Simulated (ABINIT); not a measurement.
# BaH2 (P6_3/mmc): G0W0 with ABINIT, start to end, part 2 of 3

How does a plane-wave GW calculation on BaH2 (P6_3/mmc) run from the first input to the gap?

ABINIT 10.8.3; PBEsol and many-body steps on it, plane waves. Known limits of the many-body steps: not at the basis limit; no spin-orbit coupling; coarse k mesh.

So far. Step 2 (Ground state): The gap is indirect, with the least direct gap 1.07 eV higher.

**3. Bands along the symmetry lines**

Level of this step: DFT, PBEsol, plane waves, norm-conserving pseudopotentials (ABINIT).

Levels along a band path, at the cheap level, show where the edges lie and whether the meshes to come will hold them.

Contents of run.abi:

```
acell 3*1.0 Angstrom
rprim 
  4.462025052349 0.000000000014 0.000000000000
  -2.231012526186 3.864227047650 0.000000000000
  0.000000000000 0.000000000000 6.055292590000
ntypat 2
znucl 56 1
natom 6
typat 1 1 2 2 2 2
xred 
  0.666666666667 0.333333333333 0.750000000000
  0.333333333333 0.666666666667 0.250000000000
  0.333333333333 0.666666666667 0.750000000000
  0.666666666667 0.333333333333 0.250000000000
  0.000000000000 0.000000000000 0.500000000000
  0.000000000000 0.000000000000 0.000000000000
pp_dirpath "pseudos"
pseudos "Ba.upf, H.upf"
ecut 32
iscf -2
irdden 1
kptopt 0
nkpt 75
kpt 
  0.00000000 0.00000000 0.00000000
  0.06250000 0.00000000 0.00000000
  0.12500000 0.00000000 0.00000000
  0.18750000 0.00000000 0.00000000
  0.25000000 0.00000000 0.00000000
  0.31250000 0.00000000 0.00000000
  0.37500000 0.00000000 0.00000000
  0.43750000 0.00000000 0.00000000
  0.50000000 0.00000000 0.00000000
  0.47916667 0.04166667 0.00000000
  0.45833333 0.08333333 0.00000000
  0.43750000 0.12500000 0.00000000
  0.41666666 0.16666666 0.00000000
  0.39583333 0.20833333 0.00000000
  0.37500000 0.25000000 0.00000000
  0.35416666 0.29166666 0.00000000
  0.33333333 0.33333333 0.00000000
  0.29166666 0.29166666 0.00000000
  0.25000000 0.25000000 0.00000000
  0.20833333 0.20833333 0.00000000
  0.16666666 0.16666666 0.00000000
  0.12500000 0.12500000 0.00000000
  0.08333333 0.08333333 0.00000000
  0.04166667 0.04166667 0.00000000
  0.00000000 0.00000000 0.00000000
  0.00000000 0.00000000 0.06250000
  0.00000000 0.00000000 0.12500000
  0.00000000 0.00000000 0.18750000
  0.00000000 0.00000000 0.25000000
  0.00000000 0.00000000 0.31250000
  0.00000000 0.00000000 0.37500000
  0.00000000 0.00000000 0.43750000
  0.00000000 0.00000000 0.50000000
  0.06250000 0.00000000 0.50000000
  0.12500000 0.00000000 0.50000000
  0.18750000 0.00000000 0.50000000
  0.25000000 0.00000000 0.50000000
  0.31250000 0.00000000 0.50000000
  0.37500000 0.00000000 0.50000000
  0.43750000 0.00000000 0.50000000
  0.50000000 0.00000000 0.50000000
  0.47916667 0.04166667 0.50000000
  0.45833333 0.08333333 0.50000000
  0.43750000 0.12500000 0.50000000
  0.41666666 0.16666666 0.50000000
  0.39583333 0.20833333 0.50000000
  0.37500000 0.25000000 0.50000000
  0.35416666 0.29166666 0.50000000
  0.33333333 0.33333333 0.50000000
  0.29166666 0.29166666 0.50000000
  0.25000000 0.25000000 0.50000000
  0.20833333 0.20833333 0.50000000
  0.16666666 0.16666666 0.50000000
  0.12500000 0.12500000 0.50000000
  0.08333333 0.08333333 0.50000000
  0.04166667 0.04166667 0.50000000
  0.00000000 0.00000000 0.50000000
  0.50000000 0.00000000 0.50000000
  0.50000000 0.00000000 0.43750000
  0.50000000 0.00000000 0.37500000
  0.50000000 0.00000000 0.31250000
  0.50000000 0.00000000 0.25000000
  0.50000000 0.00000000 0.18750000
  0.50000000 0.00000000 0.12500000
  0.50000000 0.00000000 0.06250000
  0.50000000 -0.00000000 0.00000000
  0.33333333 0.33333333 0.50000000
  0.33333333 0.33333333 0.43750000
  0.33333333 0.33333333 0.37500000
  0.33333333 0.33333333 0.31250000
  0.33333333 0.33333333 0.25000000
  0.33333333 0.33333333 0.18750000
  0.33333333 0.33333333 0.12500000
  0.33333333 0.33333333 0.06250000
  0.33333333 0.33333333 0.00000000
istwfk *1
nband 19
nbdbuf 2
tolwfr 1e-08
nstep 40
prtwf 0
prtvol 0
indata_prefix "in"
outdata_prefix "out"
tmpdata_prefix "tmp"
```

Run with:

```console
> OMP_NUM_THREADS=1 mpirun -n 4 abinit run.abi > log
```

Numbers of over 12 decimals in the logs are rounded to 6 here.

Output:

```text
.Version 10.8.3 of ABINIT. v10.8.2 released Aug 2026.

 Symmetries : space group P6_3/m m c (#194); Bravais hP (primitive hexag.)
[... echo of the input left out ...]
== DATASET  1 ==================================================================
-   mpi_nproc: 4, omp_nthreads: 1 (-1 if OMP is not activated)

--- !DatasetInfo
iteration_state: {dtset: 1, }
dimensions: {natom: 6, nkpt: 75, mband: 19, nsppol: 1, nspinor: 1, nspden: 1, mpw: 6130, }
cutoff_energies: {ecut:  32.0, pawecutdg:  -1.0, }
electrons: {nelect:   2.40000000E+01, charge:   0.00000000E+00, occopt:   1.00000000E+00, tsmear:   1.00000000E-02, }

 Real(R)+Recip(G) space primitive vectors, cartesian coordinates (Bohr,Bohr^-1):
 R(1)=  8.4320053  0.0000000  0.0000000  G(1)=  0.1185958  0.0684713  0.0000000
 R(2)= -4.2160027  7.3023308  0.0000000  G(2)=  0.0000000  0.1369426  0.0000000
 R(3)=  0.0000000  0.0000000 11.4428446  G(3)=  0.0000000  0.0000000  0.0873909
 Unit cell volume ucvol=  7.0457361E+02 bohr^3
 Angles (23,13,12)=  9.00000000E+01  9.00000000E+01  1.20000000E+02 degrees

 getcut: wavevector=  0.0000  0.0000  0.0000  ngfft=  45  45  60
         ecut(hartree)=     32.000   => boxcut(ratio)=   2.04919

--- Pseudopotential description ------------------------------------------------
- Ba Generated using ONCVPSP code by D. R. Hamann
- 56.00000  10.00000  180301                  znucl, zion, pspdat
12 -116133 2 -1 1936                          pspcod,pspxc,lmax,lloc,mmax
     nproj     2     2     2
  pspatm : epsatm=   26.37418133
         --- l  ekb(1:nproj) -->
             0    6.652372    0.677024
             1    5.027722    0.408462
             2    2.543237    0.416854
 pspatm: atomic psp has been read  and splines computed

- H Generated using ONCVPSP code by D. R. Hamann
-  1.00000   1.00000  180301                  znucl, zion, pspdat
12 -116133 1 -1 1180                          pspcod,pspxc,lmax,lloc,mmax
     nproj     2     1     0
  pspatm : epsatm=    0.35585368
         --- l  ekb(1:nproj) -->
[...]
1   -0.494138
 pspatm: atomic psp has been read  and splines computed

--------------------------------------------------------------------------------

================================================================================
 prteigrs : about to open file out_EIG
 Non-SCF case, kpt    1 (  0.00000  0.00000  0.00000), residuals and eigenvalues=
  4.53E-09  9.40E-09  1.97E-09  3.04E-09  7.07E-09  2.80E-09  5.81E-09  1.21E-09
  1.74E-09  1.11E-09  5.97E-09  6.57E-09  3.05E-09  9.04E-09  6.56E-09  8.66E-09
[...]
-8.4430E-01 -8.3787E-01 -3.2333E-01 -2.9297E-01 -2.9297E-01 -2.8383E-01
 -2.8383E-01 -2.8230E-01 -7.9456E-03  4.2869E-02  1.3315E-01  1.5182E-01
  2.5198E-01  2.5198E-01  2.8885E-01  2.8885E-01  2.8991E-01  2.8991E-01
  3.1860E-01
 Non-SCF case, kpt    2 (  0.06250  0.00000  0.00000), residuals and eigenvalues=
[...]
Non-SCF case, kpt   74 (  0.33333  0.33333  0.06250), residuals and eigenvalues=
[...]
3.7768E-01
 Non-SCF case, kpt   75 (  0.33333  0.33333  0.00000), residuals and eigenvalues=
[...]
-3.0119E-01 -2.8904E-01  7.8558E-02  7.8558E-02  7.9996E-02  8.6863E-02
  2.6619E-01  2.6619E-01  3.0696E-01  3.3445E-01  3.3445E-01  3.4478E-01
  3.7748E-01

--- !ResultsGS
iteration_state: {dtset: 1, }
comment   : Summary of ground state results
lattice_vectors:
- [  8.4320053,   0.0000000,   0.0000000, ]
- [ -4.2160027,   7.3023308,   0.0000000, ]
- [  0.0000000,   0.0000000,  11.4428446, ]
lattice_lengths: [   8.43201,    8.43201,   11.44284, ]
lattice_angles: [ 90.000,  90.000, 120.000, ] # degrees, (23, 13, 12)
lattice_volume:   7.0457361E+02
convergence: {deltae:  0.000E+00, res2:  0.000E+00, residm:  9.983E-09, diffor:  0.000E+00, }
etotal    :  -5.85971915E+01
entropy   :   0.00000000E+00
fermie    :   1.51815635E-01
cartesian_stress_tensor: null
pressure_GPa: null
xred      :
- [  6.6667E-01,   3.3333E-01,   7.5000E-01, Ba]
- [  3.3333E-01,   6.6667E-01,   2.5000E-01, Ba]
- [  3.3333E-01,   6.6667E-01,   7.5000E-01,  H]
- [  6.6667E-01,   3.3333E-01,   2.5000E-01,  H]
- [  9.2519E-17,   9.2519E-17,   5.0000E-01,  H]
- [  9.2519E-17,   9.2519E-17,   2.7756E-17,  H]
cartesian_forces: null
force_length_stats: {min: null, max: null, mean: null, }

 Integrated electronic density in atomic spheres:
 ------------------------------------------------
 Atom  Sphere_radius  Integrated_density
[...]
================================================================================

 ----iterations are completed or convergence reached----

 Mean square residual over all n,k,spin=   48.486E-10; max=  99.826E-10
 reduced coordinates (array xred) for    6 atoms
[...]
cartesian coordinates (angstrom) at end:
    1      2.231013     1.288076     4.541469
    2     -7.67e-12     2.576151     1.513823
    3     -7.67e-12     2.576151     4.541469
    4      2.231013     1.288076     1.513823
    5      0.000000     0.000000     3.027646
    6      0.000000     0.000000     0.000000
 length scales=  1.889726125908  1.889726125908  1.889726125908 bohr
              =  1.000000000000  1.000000000000  1.000000000000 angstroms
 prteigrs : about to open file out_EIG
 Eigenvalues (hartree) for nkpt=  75  k points:
 kpt#   1, nband= 19, wtk=  1.00000, kpt=  0.0000  0.0000  0.0000 (reduced coord)
[...]
kpt#   2, nband= 19, wtk=  1.00000, kpt=  0.0625  0.0000  0.0000 (reduced coord)
[...]
kpt#   3, nband= 19, wtk=  1.00000, kpt=  0.1250  0.0000  0.0000 (reduced coord)
[...]
kpt#  74, nband= 19, wtk=  1.00000, kpt=  0.3333  0.3333  0.0625 (reduced coord)
[...]
0.33690    0.34782    0.37768
 kpt#  75, nband= 19, wtk=  1.00000, kpt=  0.3333  0.3333  0.0000 (reduced coord)
  -0.83975   -0.83975   -0.30942   -0.30265   -0.30265   -0.30119   -0.30119   -0.28904
   0.07856    0.07856    0.08000    0.08686    0.26619    0.26619    0.30696    0.33445
   0.33445    0.34478    0.37748

== END DATASET(S) ==============================================================
================================================================================

 -outvars: echo values of variables after computation  --------
            nband          19
             nkpt          75
          spgroup         194
 [... the other variables as echoed above ...]

 Calculation completed.
```

It took 33 s on 4 MPI ranks of Intel Xeon Platinum 8488C (Sapphire Rapids), shared host; peak memory 0.45 GiB; 2.1 min of CPU time.

Numbers from this step:

* gap: 1.473 eV
* k of the valence top: 0, 0, 0
* k of the conduction bottom: 0.3333, 0.3333, 0.5
* least direct gap: 2.542 eV

The gap is 1.473 eV, as in the run before at this level.

The electronic bands at the labelled points (eV, zero at the top of the highest filled band):

| point | band 9 | band 10 | band 11 | band 12 | band 13 | band 14 | band 15 | band 16 |
| --- | --- | --- | --- | --- | --- | --- | --- | --- |
| Γ | -4.35 | -2.96 | -0.51 | 0.00 | 2.73 | 2.73 | 3.73 | 3.73 |
| halfway | -3.42 | -2.50 | -1.31 | -1.06 | 2.96 | 3.12 | 3.33 | 3.71 |
| M | -2.56 | -2.25 | -1.67 | -1.59 | 2.51 | 3.78 | 3.79 | 5.10 |
| halfway | -2.31 | -2.13 | -1.78 | -1.67 | 2.70 | 3.56 | 3.84 | 5.20 |
| K | -1.99 | -1.99 | -1.95 | -1.77 | 3.11 | 3.11 | 4.22 | 4.97 |
| halfway | -3.15 | -2.38 | -1.52 | -1.21 | 2.89 | 3.07 | 3.34 | 4.12 |
| Γ | -4.35 | -2.96 | -0.51 | 0.00 | 2.73 | 2.73 | 3.73 | 3.73 |
| halfway | -4.00 | -2.93 | -0.65 | -0.05 | 2.49 | 2.49 | 3.17 | 3.17 |
| A | -3.29 | -3.29 | -0.46 | -0.46 | 2.58 | 2.58 | 2.58 | 2.58 |
| halfway | -2.62 | -2.62 | -1.32 | -1.32 | 2.90 | 2.90 | 3.22 | 3.22 |
| L | -2.30 | -2.30 | -1.37 | -1.37 | 2.30 | 2.30 | 3.85 | 3.85 |
| halfway | -2.06 | -2.06 | -1.45 | -1.45 | 1.84 | 1.84 | 4.01 | 4.01 |
| H | -1.77 | -1.77 | -1.54 | -1.54 | 1.47 | 1.47 | 4.35 | 4.35 |
| halfway | -2.41 | -2.41 | -1.47 | -1.47 | 2.57 | 2.57 | 3.45 | 3.45 |
| A | -3.29 | -3.29 | -0.46 | -0.46 | 2.58 | 2.58 | 2.58 | 2.58 |
| jump to L | -2.30 | -2.30 | -1.37 | -1.37 | 2.30 | 2.30 | 3.85 | 3.85 |
| halfway | -2.43 | -2.28 | -1.57 | -1.45 | 2.86 | 2.94 | 3.15 | 4.60 |
| M | -2.56 | -2.25 | -1.67 | -1.59 | 2.51 | 3.78 | 3.79 | 5.10 |
| jump to H | -1.77 | -1.77 | -1.54 | -1.54 | 1.47 | 1.47 | 4.35 | 4.35 |
| halfway | -1.89 | -1.80 | -1.80 | -1.74 | 2.18 | 2.18 | 3.98 | 5.18 |
| K | -1.99 | -1.99 | -1.95 | -1.77 | 3.11 | 3.11 | 4.22 | 4.97 |

The electronic bands as a text plot (rows in eV, shown from -8.0 to 3.5 only):

```
    3.3 | +++++    +++++++++   +     +++          ++++  +++
    2.8 |++ +++   +++ ++++ ++++ ++ +++++           ++++  ++    ++
    2.3 |      +++             ++++     ++++     ++    ++  +  +
    1.9 |                                   +   +            +
    1.4 |                                    +++            +
    0.9 |
    0.4 |
   -0.1 |*                  ******
   -0.5 |**                *********                  **
   -1.0 |  **            **         **             ***
   -1.5 |   ********  ****            *************     *******
   -2.0 |        ********                   ******          *****
   -2.5 |  ********    ****           ******      *     ****
   -2.9 |**  **          * *******  **             ***
   -3.4 |   *             *      ***                  **
   -3.9 | **               *   **
   -4.4 |*                  ***
   -4.9 |
   -5.4 |
   -5.8 |
   -6.3 |
   -6.8 |
   -7.3 |
   -7.8 |
         Γ      M   K        Γ    A       L   H       A|L  M|H  K
```

**4. Empty states on the mesh, 3×3×2 mesh, 145 bands**

The sums over transitions need many empty states on a uniform mesh; this step solves for them.

Contents of run.abi:

```
acell 3*1.0 Angstrom
rprim 
  4.462025052349 0.000000000014 0.000000000000
  -2.231012526186 3.864227047650 0.000000000000
  0.000000000000 0.000000000000 6.055292590000
ntypat 2
znucl 56 1
natom 6
typat 1 1 2 2 2 2
xred 
  0.666666666667 0.333333333333 0.750000000000
  0.333333333333 0.666666666667 0.250000000000
  0.333333333333 0.666666666667 0.750000000000
  0.666666666667 0.333333333333 0.250000000000
  0.000000000000 0.000000000000 0.500000000000
  0.000000000000 0.000000000000 0.000000000000
pp_dirpath "pseudos"
pseudos "Ba.upf, H.upf"
ecut 32
ngkpt 3 3 2
nshiftk 1
shiftk 0 0 0
kptopt 1
chksymbreak 0
iscf -2
irdden 1
istwfk *1
nband 145
nbdbuf 12
tolwfr 1e-09
nstep 60
prtvol 0
indata_prefix "in"
outdata_prefix "out"
tmpdata_prefix "tmp"
```

Output:

```text
.Version 10.8.3 of ABINIT. v10.8.2 released Aug 2026.

 Symmetries : space group P6_3/m m c (#194); Bravais hP (primitive hexag.)
[... echo of the input left out ...]
== DATASET  1 ==================================================================
-   mpi_nproc: 4, omp_nthreads: 1 (-1 if OMP is not activated)

--- !DatasetInfo
iteration_state: {dtset: 1, }
dimensions: {natom: 6, nkpt: 6, mband: 145, nsppol: 1, nspinor: 1, nspden: 1, mpw: 6126, }
cutoff_energies: {ecut:  32.0, pawecutdg:  -1.0, }
electrons: {nelect:   2.40000000E+01, charge:   0.00000000E+00, occopt:   1.00000000E+00, tsmear:   1.00000000E-02, }

 Real(R)+Recip(G) space primitive vectors, cartesian coordinates (Bohr,Bohr^-1):
 R(1)=  8.4320053  0.0000000  0.0000000  G(1)=  0.1185958  0.0684713  0.0000000
 R(2)= -4.2160027  7.3023308  0.0000000  G(2)=  0.0000000  0.1369426  0.0000000
 R(3)=  0.0000000  0.0000000 11.4428446  G(3)=  0.0000000  0.0000000  0.0873909
 Unit cell volume ucvol=  7.0457361E+02 bohr^3
 Angles (23,13,12)=  9.00000000E+01  9.00000000E+01  1.20000000E+02 degrees

 getcut: wavevector=  0.0000  0.0000  0.0000  ngfft=  45  45  60
         ecut(hartree)=     32.000   => boxcut(ratio)=   2.04919

--- Pseudopotential description ------------------------------------------------
- Ba Generated using ONCVPSP code by D. R. Hamann
- 56.00000  10.00000  180301                  znucl, zion, pspdat
12 -116133 2 -1 1936                          pspcod,pspxc,lmax,lloc,mmax
     nproj     2     2     2
  pspatm : epsatm=   26.37418133
         --- l  ekb(1:nproj) -->
             0    6.652372    0.677024
             1    5.027722    0.408462
             2    2.543237    0.416854
 pspatm: atomic psp has been read  and splines computed

- H Generated using ONCVPSP code by D. R. Hamann
-  1.00000   1.00000  180301                  znucl, zion, pspdat
12 -116133 1 -1 1180                          pspcod,pspxc,lmax,lloc,mmax
     nproj     2     1     0
  pspatm : epsatm=    0.35585368
         --- l  ekb(1:nproj) -->
[...]
1   -0.494138
 pspatm: atomic psp has been read  and splines computed

--------------------------------------------------------------------------------

================================================================================
 prteigrs : about to open file out_EIG
 Non-SCF case, kpt    1 (  0.00000  0.00000  0.00000), residuals and eigenvalues=
  1.22E-10  8.07E-11  4.47E-10  5.13E-10  9.21E-10  5.98E-11  9.40E-10  8.07E-11
  1.98E-10  1.81E-10  1.53E-10  3.09E-10  1.53E-10  3.06E-10  1.28E-10  4.10E-10
  1.17E-10  5.05E-10  2.06E-10  1.87E-10  4.26E-10  1.68E-10  2.06E-10  1.36E-10
[...]
2.09E-04
 -8.4430E-01 -8.3787E-01 -3.2333E-01 -2.9297E-01 -2.9297E-01 -2.8383E-01
 -2.8383E-01 -2.8230E-01 -7.9456E-03  4.2869E-02  1.3315E-01  1.5182E-01
  2.5198E-01  2.5198E-01  2.8885E-01  2.8885E-01  2.8991E-01  2.8991E-01
[...]
2.2491E+00  2.2841E+00  2.2841E+00  2.3114E+00  2.3241E+00  2.3241E+00
  2.3243E+00  2.3289E+00  2.3673E+00  2.4047E+00  2.4048E+00  2.4171E+00
  2.4185E+00
 prteigrs : prtvol=0 or 1, do not print more k-points.

--- !ResultsGS
iteration_state: {dtset: 1, }
comment   : Summary of ground state results
lattice_vectors:
- [  8.4320053,   0.0000000,   0.0000000, ]
- [ -4.2160027,   7.3023308,   0.0000000, ]
- [  0.0000000,   0.0000000,  11.4428446, ]
lattice_lengths: [   8.43201,    8.43201,   11.44284, ]
lattice_angles: [ 90.000,  90.000, 120.000, ] # degrees, (23, 13, 12)
lattice_volume:   7.0457361E+02
convergence: {deltae:  0.000E+00, res2:  0.000E+00, residm:  9.962E-10, diffor:  0.000E+00, }
etotal    :  -5.85971915E+01
entropy   :   0.00000000E+00
fermie    :   1.51815635E-01
cartesian_stress_tensor: null
pressure_GPa: null
xred      :
- [  6.6667E-01,   3.3333E-01,   7.5000E-01, Ba]
- [  3.3333E-01,   6.6667E-01,   2.5000E-01, Ba]
- [  3.3333E-01,   6.6667E-01,   7.5000E-01,  H]
- [  6.6667E-01,   3.3333E-01,   2.5000E-01,  H]
- [  9.2519E-17,   9.2519E-17,   5.0000E-01,  H]
- [  9.2519E-17,   9.2519E-17,   2.7756E-17,  H]
cartesian_forces: null
force_length_stats: {min: null, max: null, mean: null, }

 Integrated electronic density in atomic spheres:
 ------------------------------------------------
 Atom  Sphere_radius  Integrated_density
[...]
================================================================================

 ----iterations are completed or convergence reached----

 Mean square residual over all n,k,spin=   40.272E-11; max=  99.618E-11
 reduced coordinates (array xred) for    6 atoms
[...]
0.000000000000      0.000000000000      0.500000000000
       0.000000000000      0.000000000000      0.000000000000

 cartesian coordinates (angstrom) at end:
    1      2.231013     1.288076     4.541469
    2     -7.67e-12     2.576151     1.513823
    3     -7.67e-12     2.576151     4.541469
    4      2.231013     1.288076     1.513823
    5      0.000000     0.000000     3.027646
    6      0.000000     0.000000     0.000000
 length scales=  1.889726125908  1.889726125908  1.889726125908 bohr
              =  1.000000000000  1.000000000000  1.000000000000 angstroms
 prteigrs : about to open file out_EIG
 Eigenvalues (hartree) for nkpt=   6  k points:
 kpt#   1, nband=145, wtk=  0.05556, kpt=  0.0000  0.0000  0.0000 (reduced coord)
[...]
2.21814    2.23587    2.24100    2.24100    2.24906    2.28410    2.28410    2.31141
   2.32408    2.32408    2.32432    2.32888    2.36731    2.40466    2.40481    2.41707
   2.41851
 prteigrs : prtvol=0 or 1, do not print more k-points.

== END DATASET(S) ==============================================================
================================================================================

 -outvars: echo values of variables after computation  --------
            nband         145
             nkpt           6
          spgroup         194
 [... the other variables as echoed above ...]

 Calculation completed.
```

Wall time 59 s (4 MPI ranks); peak memory 0.42 GiB.

This step gave:

```
gap                                                           : 1.473 eV
k of the valence top                                          : 0, 0, 0
k of the conduction bottom                                    : 0.3333, 0.3333, 0.5
least direct gap                                              : 2.725 eV
k points computed                                             : 6
lowest point of the top converged band, above the valence top : 55.1689 eV
```

On this mesh the gap is 1.473 eV.

(Part 2 of 3 ends here.)

[Paths, hosts, dates, memory and timing lines, banners, echoed tables and standing remarks are left out of the program output.]

[Logs are printed without paths, hosts, clocks, repeated set-up lines and the standing remarks that a program may print on its own settings, such as how far it seeks lower states.]

[Runs of the session that timed out or met a known fault of the program may be left out.]

[Hosts, paths, dates, database ids (printed as entryN), source tags and the programs' standing remarks are cut or masked in the printed files.]

[G0W0 gaps are taken among the corrected bands and points alone; a level outside them can change the order at an edge.]

[Where Ansatz stands beside ABINIT at settings called matched, ABINIT's density can come from a denser mesh and the files from another edition; pairs whose starting gaps differed by over 0.03 eV were left out, so agreement reads better than it is.]
